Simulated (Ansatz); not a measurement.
# BP: which shell does photoemission see at 21.2 and 400 eV? (PBEsol)

The valence band of BP mixes several shells. Work out by hand which one leads the spectrum's area at each photon energy.

Filled states come from the projected DOS of Ansatz 0.2.0 (PBEsol, plane waves); cross sections σ and asymmetry parameters β are those of free atoms in a Dirac–Hartree–Slater calculation. A shell's area is states × σ × angular factor, which is 1 + β·P₂(cos θ) for linear light, with θ = 0° from the polarisation and P₂ = 1.000.

**At 21.2 eV** (states counted from 11.2 eV below the zero; other shells add 0 to the products' sum of 14.1):

| shell | filled states a cell | cross section (Mb an electron) | β | angular factor | product | share by hand (%) | share in the simulated spectrum (%) |
| --- | --- | --- | --- | --- | --- | --- | --- |
| P 3s | 0.44 | 0.0746 | 2.00 | 3.00 | 0.0994 | 1 | 1 |
| P 3p | 2.96 | 0.396 | 1.63 | 2.63 | 3.09 | 22 | 22 |
| B 2s | 0.56 | 0.802 | 2.00 | 3.00 | 1.34 | 10 | 10 |
| B 2p | 2.41 | 1.61 | 1.48 | 2.48 | 9.58 | 68 | 68 |

**At 400 eV** (states counted from 17.0 eV below the zero; other shells add 0 to the products' sum of 0.0993):

| shell | filled states a cell | cross section (Mb an electron) | β | angular factor | product | share by hand (%) | share in the simulated spectrum (%) |
| --- | --- | --- | --- | --- | --- | --- | --- |
| P 3s | 1.12 | 0.0104 | 2.00 | 3.00 | 0.0349 | 35 | 35 |
| P 3p | 3.14 | 0.00627 | 1.53 | 2.53 | 0.0497 | 50 | 50 |
| B 2s | 0.89 | 0.00493 | 2.00 | 3.00 | 0.0132 | 13 | 13 |
| B 2p | 2.79 | 0.000317 | 0.65 | 1.65 | 0.00146 | 1 | 1 |

B 2p leads at 21.2 eV and P 3p at 400 eV. Between the two energies σ of B 2p changes by a factor 2.0e-4 and that of P 3p by 0.016, so their ratio moves 80-fold in favour of the second. The simulated spectrum uses the same rule on the energy-resolved DOS, so the two share columns agree within a few points.

Only crystals where the two columns agree within 4 points and the lead is clear are worked in this form. Free-atom cross sections ignore the solid's final states, no escape depth or background enters, and the count of states a shell hangs on the projection.
